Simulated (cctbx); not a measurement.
## Accept or mend?

Cell a = 4.2130 Å, b = 9.9500 Å, c = 12.1980 Å, α = 90.00°, β = 90.00°, γ = 90.00°; space group Immm (no. 71). The compound is Tm3Ga8Ru3.

Simulated single-crystal data (cctbx): synchrotron X-rays, λ = 0.6889 Å, to d = 0.77 Å, 50 % of the full sphere, strongest reflection 5000 counts, noise from counting, a 4 % proportional error and a noise floor of 15 counts (s.d.); no absorption.

An anisotropic refinement with weights 1/σ² prints:

```text
Rint 0.060, 359 unique reflections to 0.77 A
cycle     R1     wR2    GooF  max shift (A)
   1  0.0783  0.1566   2.707   0.00237
   2  0.0433  0.0926   1.601   0.00001
final R1 0.0433 wR2 0.0926 GooF 1.601  parameters 26  data/parameter 13.8
atom        x        y        z      Ueq    occ   su(xyz)  su(Uiso or U11)
Tm1    0.50000  0.50000  0.32460   0.0056  1.000  0.00012  0.0006
Tm2    0.50000  0.50000  0.00000   0.0027  1.000  0.00000  0.0009
Te1    0.00000  0.77693  0.00000   0.0181  1.000  0.00029  0.0013
Ru1    0.50000  0.00000  0.00000   0.0060  1.000  0.00000  0.0017
Ga1    0.00000  0.37046  0.83280   0.0080  1.000  0.00025  0.0011
Ga2    0.50000  0.77860  0.12539   0.0064  1.000  0.00028  0.0011
difference map: max 5.03 min -9.46 rms 1.02
Q1    0.0000  0.0000  0.1254    4    5.03  0.61 A from Tm1
Q2    0.0000  0.0000  0.4698    4    3.54  0.37 A from Tm2
Q3    0.0000  0.1956  0.0829    8    3.25  1.05 A from Te1
Q4    0.0000  0.4233  0.2108    8    2.94  0.75 A from Ga1
Q5    0.0000  0.5000  0.4479    4    2.90  0.64 A from Ru1
Q6    0.0000  0.0643  0.0558    8    2.87  1.59 A from Tm1
```

**Question.** Can this result stand? If not, what is the likely fault?

Mend it. The fault: wrong element: Te1 is Ru. Against the right model at the same level, R1 goes from 0.0280 to 0.0433 and GooF from 0.97 to 1.60 and U of Te1 swells from 0.0077 to 0.0181 Å². Te1 has 8 electrons too many and its U swells to shed them, as expected.

The compound is Tm3Ga8Ru3. The right model at the same level gives:

```text
Rint 0.060, 359 unique reflections to 0.77 A
cycle     R1     wR2    GooF  max shift (A)
   1  0.0299  0.0603   1.042   0.00055
   2  0.0280  0.0559   0.967   0.00000
final R1 0.0280 wR2 0.0559 GooF 0.967  parameters 26  data/parameter 13.8
atom        x        y        z      Ueq    occ   su(xyz)  su(Uiso or U11)
Tm1    0.50000  0.50000  0.32465   0.0069  1.000  0.00008  0.0004
Tm2    0.50000  0.50000  0.00000   0.0043  1.000  0.00000  0.0005
Ru1    0.00000  0.77686  0.00000   0.0077  1.000  0.00017  0.0007
Ru2    0.50000  0.00000  0.00000   0.0068  1.000  0.00000  0.0010
Ga1    0.00000  0.37033  0.83293   0.0094  1.000  0.00015  0.0007
Ga2    0.50000  0.77851  0.12552   0.0079  1.000  0.00017  0.0007
difference map: max 3.22 min -4.41 rms 0.79
Q1    0.0000  0.1065  0.5000    4    3.26  1.06 A from Tm2
Q2    0.0000  0.0756  0.0535    8    2.97  1.61 A from Ru1
Q3    0.0000  0.0000  0.1160    4    2.85  0.72 A from Tm1
Q4    0.0000  0.5000  0.4362    4    2.68  0.78 A from Ru2
Q5    0.0000  0.4253  0.2188    8    2.58  0.84 A from Ga1
Q6    0.1059  0.0000  0.0000    4    2.48  1.66 A from Ru2
```

This is a model crystal, built by substitution and not relaxed, with assumed displacement parameters.

[Middle refinement cycles are left out of these outputs.]

[Logs are printed without paths, hosts, clocks, repeated set-up lines and the standing remarks that a program may print on its own settings, such as how far it seeks lower states.]
